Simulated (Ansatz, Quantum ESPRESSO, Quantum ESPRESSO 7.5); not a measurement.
**Work-function anisotropy of Ta**

Wanted: work functions of Ta face by face, under two functionals.

Main program and level: Quantum ESPRESSO 7.5; plane-wave DFT, PBE, GBRV ultrasoft pseudopotentials (geometry and cross-check by Ansatz 0.2.0 with PAW datasets; geometry under PBE).

Experimental background.

“Anisotropic work function of elemental crystals” (2019, arxiv:1902.07811) quotes from earlier work for Ta (clean single-crystal faces): work function of (110) (clean (110) face) 4.74 eV; work function of (100) (clean (100) face) 4.1 eV; work function of (111) (clean (111) face) 3.5 eV.

This is a report of a sequence of runs, with most program output left out.

### Step 1. The structure

The cell holds 7 atoms: 7 Ta. Its edges and angles: a = 2.867 Å, b = 2.867 Å, c = 30.043 Å, α = 90.0°, β = 90.0°, γ = 70.5°. It derives from Ta. Vacuum lies along c.

### Step 2. Relaxation with Ansatz of (110)

A relaxation in Ansatz fixes the structure of this slab for the runs on it.

Input file input.yaml:

```yaml
crystal:
  lattice:
    - [2.3405234457, -1.655, 0.0]
    - [2.3405234457, 1.655, 0.0]
    - [0.0, 0.0, 30.0431406744]
  atoms:
    - { symbol: Ta, position: [0.0, 0.0, 0.2662837447] }
    - { symbol: Ta, position: [0.5, 0.5, 0.3441891631] }
    - { symbol: Ta, position: [0.0, 0.0, 0.4220945816] }
    - { symbol: Ta, position: [0.5, 0.5, 0.5] }
    - { symbol: Ta, position: [0.0, 0.0, 0.5779054184] }
    - { symbol: Ta, position: [0.5, 0.5, 0.6558108369] }
    - { symbol: Ta, position: [0.0, 0.0, 0.7337162553] }
kpoints:
  mp_grid: { grid: [12, 12, 1] }
hamiltonian:
  xc: pbe
scf:
  occupations: { method: fermi_dirac, width: 0.1 }
  convergence: { dr2_threshold: 1.0e-08 }
efield:
  axis: 3
  dipole_correction: true
  ramp_position: 0.97
  ramp_width: 0.04
relax:
  f_tol: 0.01
  constraints: [{ sites: [2, 3, 4] }]
output:
  write_potential: true
  write_density: true
  volumetric_format: npy
```

Started as:

```console
$ ansatz run input.yaml --threads 4 --pin off --max-ram 8192MiB --backend cpu --events-out ev --progress --plain --runs-dir out
```

It took 44 s on 4 threads of Arm Neoverse V2, shared host; peak memory 0.78 GiB.

Step by step:

```tsv
step	energy less that of the first step (eV)	largest force component (eV/Å)
1	0.0000	0.4196
2	0.0789	0.9488
3	-0.0379	0.0339
4	-0.0380	0.0067
```

Relaxation step 2 was tried and not accepted.

Forces are held to the 4 operations that the run works with; a distortion that breaks them can't arise in this run.

The atoms that moved most (Å):

```tsv
atom	dx	dy	dz	length
Ta7	0.000	0.000	-0.072	0.072
Ta1	0.000	0.000	0.072	0.072
Ta2	0.000	0.000	-0.015	0.015
Ta6	0.000	0.000	0.015	0.015
```

The relaxation lowers the energy by 5 meV an atom. Held were the atoms numbered 3, 4 and 5; the forces quoted are those on the free ones.

Read from the output:

```
free energy                     : -69523.6065 eV
energy at zero smearing         : -69523.4465 eV
smearing term TS                : 0.3200 eV
Fermi energy                    : 8.087 eV
symmetry operations             : 4
work function of the upper face : 4.739 eV
work function of the lower face : 4.739 eV
dipole along the normal         : -2.50e-6 e·Å
```

### Step 3. Self-consistent run of (110), PBE

Both faces of the slab are alike, so a plain periodic cell serves and symmetry is kept.

Level of this step: plane-wave DFT, PBE, GBRV ultrasoft pseudopotentials (Quantum ESPRESSO 7.5).

Input file 110.pbe.in:

```
&control
  prefix = '110.pbe'
  outdir = './out'
  pseudo_dir = './pseudo'
  calculation = 'scf'
  tprnfor = .true.
/
&system
  ibrav = 0
  nat = 7
  ntyp = 1
  ecutwfc = 40
  ecutrho = 200
  occupations = 'smearing'
  smearing = 'mv'
  degauss = 0.02
/
&electrons
  conv_thr = 1e-07
  mixing_beta = 0.4
  electron_maxstep = 120
  mixing_mode = 'local-TF'
/
ATOMIC_SPECIES
  Ta  180.9479  ta_pbe_v1.uspp.F.UPF
CELL_PARAMETERS angstrom
  2.34052344570000 -1.65500000000000 0.00000000000000
  2.34052344570000 1.65500000000000 0.00000000000000
  0.00000000000000 0.00000000000000 30.04314067440000
ATOMIC_POSITIONS crystal
  Ta  0.000000000000 0.000000000000 0.268679525909
  Ta  0.500000000000 0.500000000000 0.343679536783
  Ta  0.000000000000 0.000000000000 0.422094581600
  Ta  0.500000000000 0.500000000000 0.500000000000
  Ta  0.000000000000 0.000000000000 0.577905418400
  Ta  0.500000000000 0.500000000000 0.656320460141
  Ta  0.000000000000 0.000000000000 0.731320451992
K_POINTS automatic
  12 12 1 0 0 0
```

Started as:

```console
$ OMP_NUM_THREADS=1 mpirun -n 4 pw.x -nk 4 -in 110.pbe.in > 110.pbe.out
```

Wall time 2.3 min (4 MPI ranks); peak memory 1 GiB; 9.3 min of CPU time.

Read from the output:

- free energy: -13510.2269 eV
- Fermi energy: 8.058 eV

### Step 4. Electrostatic potential of (110)

plot_num = 11 writes the bare and Hartree potential. It leaves out exchange and correlation, which fade slowly, so it flattens close to the surface.

Input file 110.pbe.pot.in:

```
&inputpp
  prefix = '110.pbe'
  outdir = './out'
  filplot = '110.pbe.pot.dat'
  plot_num = 11
/
```

Started as:

```console
$ OMP_NUM_THREADS=1 mpirun -n 4 pp.x -in 110.pbe.pot.in > 110.pbe.pot.out
```

Elapsed: 0.85 s, on 4 MPI ranks; peak memory 0.14 GiB; 3.1 s of CPU time.

Numbers from this step:

| Property | Result |
| --- | --- |
| work function of the upper face | 4.768 eV |
| slope of the potential above | 0.001041 eV/Å |
| upper vacuum line continued to the top atoms, over the Fermi level | 4.762 eV |
| work function of the lower face | 4.768 eV |
| slope of the potential below | -7.23e-4 eV/Å |
| lower vacuum line continued to the bottom atoms, over the Fermi level | 4.764 eV |

The potential energy, planar mean oscillates, so the rows of the table below give means over windows of 2.35 Å about each position, cut where the curve ends. Its maxima inside the range that stand out by 2 % of the span (Å: eV): 9.2: -2.10, 11.5: -1.17, 13.8: -1.31, 16.2: -1.31, 18.5: -1.17, 20.9: -2.10. Its minima: 7.9: -7.99, 10.3: -7.69, 12.7: -7.61, 15.0: -7.62, 17.4: -7.61, 19.7: -7.69, 22.2: -7.99.

Electrostatic potential energy of an electron; zero at the Fermi level. The potential energy, planar mean by z; means over each step:

```tsv
z (Å)	potential energy, planar mean (eV)
1.18	4.77
3.53	4.76
5.88	3.58
8.23	-5.68
10.58	-5.34
12.93	-5.31
15.28	-5.31
17.63	-5.28
19.98	-5.55
22.33	-4.88
24.68	4.38
27.03	4.77
29.38	4.77
```

### Step 5. Self-consistent run of (110), LDA

The same atoms under a second functional.

Level of this step: plane-wave DFT, LDA, GBRV ultrasoft pseudopotentials (Quantum ESPRESSO 7.5).

110.lda.in, as its differences from the input of step 3:

```diff
@@ -1,3 +1,3 @@
 &control
-  prefix = '110.pbe'
+  prefix = '110.lda'
   outdir = './out'
@@ -24,3 +24,3 @@
 ATOMIC_SPECIES
-  Ta  180.9479  ta_pbe_v1.uspp.F.UPF
+  Ta  180.9479  ta_lda_v1.uspp.F.UPF
 CELL_PARAMETERS angstrom
```

Started as:

```console
$ OMP_NUM_THREADS=1 mpirun -n 4 pw.x -nk 4 -in 110.lda.in > 110.lda.out
```

It took 2.9 min on 4 MPI ranks; peak memory 0.76 GiB.

Read from the output:

```
free energy  : -13513.4819 eV
Fermi energy : 7.765 eV
```

### Step 6. Potential by pp.x of (110)

Input file 110.lda.pot.in:

```
&inputpp
  prefix = '110.lda'
  outdir = './out'
  filplot = '110.lda.pot.dat'
  plot_num = 11
/
```

Started as:

```console
$ OMP_NUM_THREADS=1 mpirun -n 4 pp.x -in 110.lda.pot.in > 110.lda.pot.out
```

Wall time 0.86 s (4 MPI ranks); peak memory 0.14 GiB.

This step gave:

* work function of the upper face: 4.995 eV
* slope of the potential above: 8.32e-4 eV/Å
* upper vacuum line continued to the top atoms, over the Fermi level: 4.991 eV
* work function of the lower face: 4.995 eV
* slope of the potential below: -5.85e-4 eV/Å
* lower vacuum line continued to the bottom atoms, over the Fermi level: 4.992 eV

On (110) the work function under LDA lies +0.23 eV from PBE's.

### Step 7. Relaxation with Ansatz of (100)

Level of this step: plane-wave DFT, PBE, Ansatz PAW (Ansatz 0.2.0).

System of this step: Ta(100), 5 layers. The cell holds 5 atoms: 5 Ta. Its edges and angles: a = 3.310 Å, b = 3.310 Å, c = 22.620 Å, α = 90.0°, β = 90.0°, γ = 90.0°. It derives from Ta. Vacuum lies along c.

input.yaml, the sections that differ from step 2:

```yaml
crystal:
  lattice:
    - [3.31, 0.0, 0.0]
    - [0.0, 3.31, 0.0]
    - [0.0, 0.0, 22.62]
  atoms:
    - { symbol: Ta, position: [0.0, 0.0, 0.3536693192] }
    - { symbol: Ta, position: [0.5, 0.5, 0.4268346596] }
    - { symbol: Ta, position: [0.0, 0.0, 0.5] }
    - { symbol: Ta, position: [0.5, 0.5, 0.5731653404] }
    - { symbol: Ta, position: [0.0, 0.0, 0.6463306808] }
kpoints:
  mp_grid: { grid: [8, 8, 1] }
relax:
  f_tol: 0.01
  constraints: [{ sites: [2] }]
# hamiltonian, scf, efield, output: as in step 2
```

Started as:

```console
$ ansatz run input.yaml --threads 4 --pin off --max-ram 8192MiB --backend cpu --events-out ev --progress --plain --runs-dir out
```

The job ended after 12 s (4 threads; peak memory 0.56 GiB).

Relaxation path:

```tsv
step	energy less that of the first step (eV)	largest force component (eV/Å)
1	0.0000	1.4087
2	-0.0294	2.1332
3	-0.3084	0.3359
4	-0.3162	0.0846
5	-0.3177	0.0067
```

The atoms that moved most (Å):

```tsv
atom	dx	dy	dz	length
Ta1	0.000	0.000	0.174	0.174
Ta5	0.000	0.000	-0.174	0.174
Ta4	0.000	0.000	0.038	0.038
Ta2	0.000	0.000	-0.038	0.038
```

The relaxation lowers the energy by 64 meV an atom. Held were the atoms numbered 3; the forces quoted are those on the free ones.

This step gave:

```
free energy                     : -49657.8897 eV
energy at zero smearing         : -49657.8127 eV
smearing term TS                : 0.1540 eV
Fermi energy                    : 4.611 eV
symmetry operations             : 8
work function of the upper face : 3.769 eV
work function of the lower face : 3.769 eV
dipole along the normal         : -5.71e-7 e·Å
```

### Step 8. Ground state of (100), PBE

Level of this step: plane-wave DFT, PBE, GBRV ultrasoft pseudopotentials (Quantum ESPRESSO 7.5).

Input file 100.pbe.in:

```
&control
  prefix = '100.pbe'
  outdir = './out'
  pseudo_dir = './pseudo'
  calculation = 'scf'
  tprnfor = .true.
/
&system
  ibrav = 0
  nat = 5
  ntyp = 1
  ecutwfc = 40
  ecutrho = 200
  occupations = 'smearing'
  smearing = 'mv'
  degauss = 0.02
/
&electrons
  conv_thr = 1e-07
  mixing_beta = 0.4
  electron_maxstep = 120
  mixing_mode = 'local-TF'
/
ATOMIC_SPECIES
  Ta  180.9479  ta_pbe_v1.uspp.F.UPF
CELL_PARAMETERS angstrom
  3.31000000000000 0.00000000000000 0.00000000000000
  0.00000000000000 3.31000000000000 0.00000000000000
  0.00000000000000 0.00000000000000 22.62000000000000
ATOMIC_POSITIONS crystal
  Ta  -0.000000000000 0.000000000000 0.361373252217
  Ta  0.500000000000 0.500000000000 0.425149560229
  Ta  0.000000000000 0.000000000000 0.500000000000
  Ta  0.500000000000 0.500000000000 0.574850515298
  Ta  -0.000000000000 0.000000000000 0.638626833090
K_POINTS automatic
  8 8 1 0 0 0
```

Started as:

```console
$ OMP_NUM_THREADS=1 mpirun -n 4 pw.x -nk 4 -in 100.pbe.in > 100.pbe.out
```

It took 45 s on 4 MPI ranks; peak memory 0.54 GiB; 3 min of CPU time.

Numbers from this step:

- free energy: -9648.3785 eV
- Fermi energy: 4.606 eV

### Step 9. Potential by pp.x of (100)

Input file 100.pbe.pot.in:

```
&inputpp
  prefix = '100.pbe'
  outdir = './out'
  filplot = '100.pbe.pot.dat'
  plot_num = 11
/
```

Started as:

```console
$ OMP_NUM_THREADS=1 mpirun -n 4 pp.x -in 100.pbe.pot.in > 100.pbe.pot.out
```

Run time: 0.85 s. Hardware: 4 MPI ranks; peak memory 0.15 GiB.

This step gave:

| Property | Result |
| --- | --- |
| work function of the upper face | 3.758 eV |
| slope of the potential above | 0.001355 eV/Å |
| upper vacuum line continued to the top atoms, over the Fermi level | 3.750 eV |
| work function of the lower face | 3.758 eV |
| slope of the potential below | -9.76e-4 eV/Å |
| lower vacuum line continued to the bottom atoms, over the Fermi level | 3.753 eV |

The potential energy, planar mean oscillates, so the rows of the table below give means over windows of 0.5 Å about each position, cut where the curve ends. Its maxima inside the range that stand out by 2 % of the span (Å: eV): 9.73: -4.90, 11.31: -4.96, 12.89: -4.90. Its minima: 8.82: -7.92, 10.52: -5.79, 12.10: -5.79, 13.80: -7.92.

Electrostatic potential energy of an electron; zero at the Fermi level. The potential energy, planar mean by z; means over each step:

```tsv
z (Å)	potential energy, planar mean (eV)
0.0	3.76
0.5	3.76
1.0	3.76
1.5	3.76
2.0	3.76
2.5	3.76
3.0	3.76
3.5	3.76
4.0	3.75
4.5	3.74
5.0	3.71
5.5	3.61
6.0	3.34
6.5	2.58
7.0	0.465
7.5	-3.42
8.0	-5.15
8.5	-6.63
9.0	-7.44
9.5	-5.40
10.0	-5.17
10.5	-5.69
11.0	-5.28
11.5	-5.15
12.0	-5.68
12.5	-5.33
13.0	-5.13
13.5	-7.02
14.0	-7.12
14.5	-5.37
15.0	-4.11
15.5	-0.413
16.0	2.25
16.5	3.22
17.0	3.57
17.5	3.69
18.0	3.73
18.5	3.75
19.0	3.76
19.5	3.76
20.0	3.76
20.5	3.76
21.0	3.76
21.5	3.76
22.0	3.76
22.5	3.76
```

### Step 10. SCF with pw.x of (100), LDA

Level of this step: plane-wave DFT, LDA, GBRV ultrasoft pseudopotentials (Quantum ESPRESSO 7.5).

100.lda.in, as its differences from the input of step 8:

```diff
@@ -1,3 +1,3 @@
 &control
-  prefix = '100.pbe'
+  prefix = '100.lda'
   outdir = './out'
@@ -24,3 +24,3 @@
 ATOMIC_SPECIES
-  Ta  180.9479  ta_pbe_v1.uspp.F.UPF
+  Ta  180.9479  ta_lda_v1.uspp.F.UPF
 CELL_PARAMETERS angstrom
```

Started as:

```console
$ OMP_NUM_THREADS=1 mpirun -n 4 pw.x -nk 4 -in 100.lda.in > 100.lda.out
```

Elapsed: 46 s, on 4 MPI ranks; peak memory 0.87 GiB; 3 min of CPU time.

Numbers from this step:

```
free energy  : -9650.4852 eV
Fermi energy : 4.310 eV
```

### Step 11. Potential by pp.x of (100)

Input file 100.lda.pot.in:

```
&inputpp
  prefix = '100.lda'
  outdir = './out'
  filplot = '100.lda.pot.dat'
  plot_num = 11
/
```

Started as:

```console
$ OMP_NUM_THREADS=1 mpirun -n 4 pp.x -in 100.lda.pot.in > 100.lda.pot.out
```

Elapsed: 0.84 s, on 4 MPI ranks; peak memory 0.15 GiB.

Read from the output:

| Item | Value |
| --- | --- |
| work function of the upper face | 4.011 eV |
| slope of the potential above | 9.89e-4 eV/Å |
| upper vacuum line continued to the top atoms, over the Fermi level | 4.005 eV |
| work function of the lower face | 4.011 eV |
| slope of the potential below | -6.93e-4 eV/Å |
| lower vacuum line continued to the bottom atoms, over the Fermi level | 4.007 eV |

On (100) the work function under LDA lies +0.25 eV from PBE's.

### Step 12. Geometry from Ansatz of (111)

Level of this step: plane-wave DFT, PBE, Ansatz PAW (Ansatz 0.2.0).

System of this step: Ta(111), 9 layers. The cell holds 9 atoms: 9 Ta. Cell: a = 4.681 Å, b = 4.681 Å, c = 23.644 Å, α = 90.0°, β = 90.0°, γ = 60.0°. It derives from Ta. Vacuum lies along c.

input.yaml, the sections that differ from step 7:

```yaml
crystal:
  lattice:
    - [4.6810468915, 0.0, 0.0]
    - [2.3405234457, 4.0539055243, 0.0]
    - [0.0, 0.0, 23.6441175641]
  atoms:
    - { symbol: Ta, position: [0.3333333333, 0.3333333333, 0.3383505423] }
    - { symbol: Ta, position: [0.6666666667, 0.6666666667, 0.3787629067] }
    - { symbol: Ta, position: [0.0, 0.0, 0.4191752711] }
    - { symbol: Ta, position: [0.3333333333, 0.3333333333, 0.4595876356] }
    - { symbol: Ta, position: [0.6666666667, 0.6666666667, 0.5] }
    - { symbol: Ta, position: [0.0, 0.0, 0.5404123644] }
    - { symbol: Ta, position: [0.3333333333, 0.3333333333, 0.5808247289] }
    - { symbol: Ta, position: [0.6666666667, 0.6666666667, 0.6212370933] }
    - { symbol: Ta, position: [0.0, 0.0, 0.6616494577] }
kpoints:
  mp_grid: { grid: [6, 6, 1] }
relax:
  f_tol: 0.01
  constraints: [{ sites: [2, 3, 4, 5, 6] }]
# hamiltonian, scf, efield, output: as in step 7
```

Started as:

```console
$ ansatz run input.yaml --threads 4 --pin off --max-ram 8192MiB --backend cpu --events-out ev --progress --plain --runs-dir out
```

The job ended after 28 s (4 threads; peak memory 0.95 GiB).

Step by step:

```tsv
step	energy less that of the first step (eV)	largest force component (eV/Å)
1	0.0000	1.9607
2	-0.5445	0.5593
3	-0.5998	0.3745
4	-0.6231	0.0784
5	-0.6237	0.0155
6	-0.6237	0.0003
```

The atoms that moved most (Å):

```tsv
atom	dx	dy	dz	length
Ta9	0.000	0.000	-0.269	0.269
Ta1	0.000	0.000	0.269	0.269
Ta8	0.000	0.000	-0.116	0.116
Ta2	0.000	0.000	0.116	0.116
```

The relaxation lowers the energy by 69 meV an atom. Held were the atoms numbered 3, 4, 5, 6 and 7; the forces quoted are those on the free ones.

This step gave:

```
free energy                     : -89383.8179 eV
energy at zero smearing         : -89383.6241 eV
smearing term TS                : 0.3877 eV
Fermi energy                    : 4.487 eV
symmetry operations             : 6
work function of the upper face : 3.747 eV
work function of the lower face : 3.747 eV
dipole along the normal         : -2.88e-6 e·Å
```

### Step 13. Self-consistent run of (111), PBE

Level of this step: plane-wave DFT, PBE, GBRV ultrasoft pseudopotentials (Quantum ESPRESSO 7.5).

Input file 111.pbe.in:

```
&control
  prefix = '111.pbe'
  outdir = './out'
  pseudo_dir = './pseudo'
  calculation = 'scf'
  tprnfor = .true.
/
&system
  ibrav = 0
  nat = 9
  ntyp = 1
  ecutwfc = 40
  ecutrho = 200
  occupations = 'smearing'
  smearing = 'mv'
  degauss = 0.02
/
&electrons
  conv_thr = 1e-07
  mixing_beta = 0.4
  electron_maxstep = 120
  mixing_mode = 'local-TF'
/
ATOMIC_SPECIES
  Ta  180.9479  ta_pbe_v1.uspp.F.UPF
CELL_PARAMETERS angstrom
  4.68104689147392 0.00000000002887 0.00000000000000
  2.34052344571196 4.05390552433702 0.00000000000000
  0.00000000000000 0.00000000000000 23.64411756410000
ATOMIC_POSITIONS crystal
  Ta  0.333333333333 0.333333333333 0.349717983133
  Ta  0.666666666667 0.666666666667 0.383664758782
  Ta  0.000000000000 0.000000000000 0.419175271100
  Ta  0.333333333333 0.333333333333 0.459587635600
  Ta  0.666666666667 0.666666666667 0.500000000000
  Ta  0.000000000000 0.000000000000 0.540412364400
  Ta  0.333333333333 0.333333333333 0.580824728900
  Ta  0.666666666667 0.666666666667 0.616335210780
  Ta  -0.000000000000 0.000000000000 0.650281961498
K_POINTS automatic
  6 6 1 0 0 0
```

Started as:

```console
$ OMP_NUM_THREADS=1 mpirun -n 4 pw.x -nk 2 -in 111.pbe.in > 111.pbe.out
```

Elapsed: 1.7 min, on 4 MPI ranks; peak memory 1.3 GiB; 6.8 min of CPU time.

Read from the output:

| Quantity | Value |
| --- | --- |
| free energy | -17366.6367 eV |
| Fermi energy | 4.491 eV |

(Continued in part 2 of 2.)

[Logs are printed without paths, hosts, clocks, repeated set-up lines and the standing remarks that a program may print on its own settings, such as how far it seeks lower states.]

[Hosts, paths, dates, database ids (printed as entryN), source tags and the programs' standing remarks are cut or masked in the printed files.]

[Maps of the electrostatic potential energy from Ansatz leave out the sawtooth potential of an applied field or a dipole correction, so their vacuum need not be flat; planar profiles and work functions include it.]
